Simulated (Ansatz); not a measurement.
Entries from a set of simulations; values are calculated unless marked as measured.

### From HSE06 to G0W0: ReS2 (P-1)

The cell holds 24 atoms: 8 Re and 16 S. Its edges and angles: a = 6.299 Å, b = 6.403 Å, c = 12.465 Å, α = 76.1°, β = 89.6°, γ = 61.2°.

```
method                                    : G0W0 on HSE06, plane waves, PAW (and 1 further level or step)
program                                   : Ansatz 0.2.0
settings of one run                       : cutoff 420 eV, 4×4×2 k-mesh, default PAW, empty bands 588, screening cutoff 72 eV, screening contour deformation, QP bands (v2, c2), PAW set soft 2
cost                                      : 2 runs, 3.7 min in all on 1 × NVIDIA GB200 (shared by 2 runs) with 32 threads of Arm Neoverse V2, shared host (the runs of this entry)
notes                                     : In doubt: masses and optical values from hybrid runs of this build are listed as unsure (in some of the runs), which bears on the screening that GW takes from such a start. The structure was relaxed with LDA. Limits: no spin polarisation; d states lean on the start; no spin-orbit coupling. Two runs of this series at another level, not shown as steps, test spin-orbit coupling. LDA+SOC against LDA: 1.066 − 1.206 = −0.140 eV. Mesh, set of files and cutoff are the same, but the valence top lies at another k point, so this need not be the shift of one pair of states. [rest of the remark cut]
HSE06 gap over mesh and listed points     : 1.829 eV, in a supercell, where edges may be folded
G0W0@HSE06 gap over corrected mesh points : 1.918 eV, in a supercell, where edges may be folded
GW settings                               : 4×4×2 mesh, 588 empty bands, screening to 72 eV
known limits                              : finite bands, screening cutoff and k mesh; no spin-orbit coupling in G0W0; no spin polarisation; folded zone
```

Over corrected mesh points the G0W0 gap is 1.918 eV, in a supercell, where edges may be folded. The HSE06 gap of this run on the mesh is 1.829 eV. The two differ by 1.918 − 1.829 = +0.089 eV; whether the same two states bound both gaps was not checked. No level off the mesh was corrected, so the G0W0 gap over the whole zone is not known from these runs.

[Paths, hosts, dates, memory and timing lines, banners, echoed tables and standing remarks are left out of the program output.]

[Logs are printed without paths, hosts, clocks, repeated set-up lines and the standing remarks that a program may print on its own settings, such as how far it seeks lower states.]

[Runs of the session that timed out or met a known fault of the program may be left out.]

[Cells called generated may have been cut or substituted from an entry of the Crystallography Open Database or the Materials Project.]

[Hosts, paths, dates, database ids (printed as entryN), source tags and the programs' standing remarks are cut or masked in the printed files.]
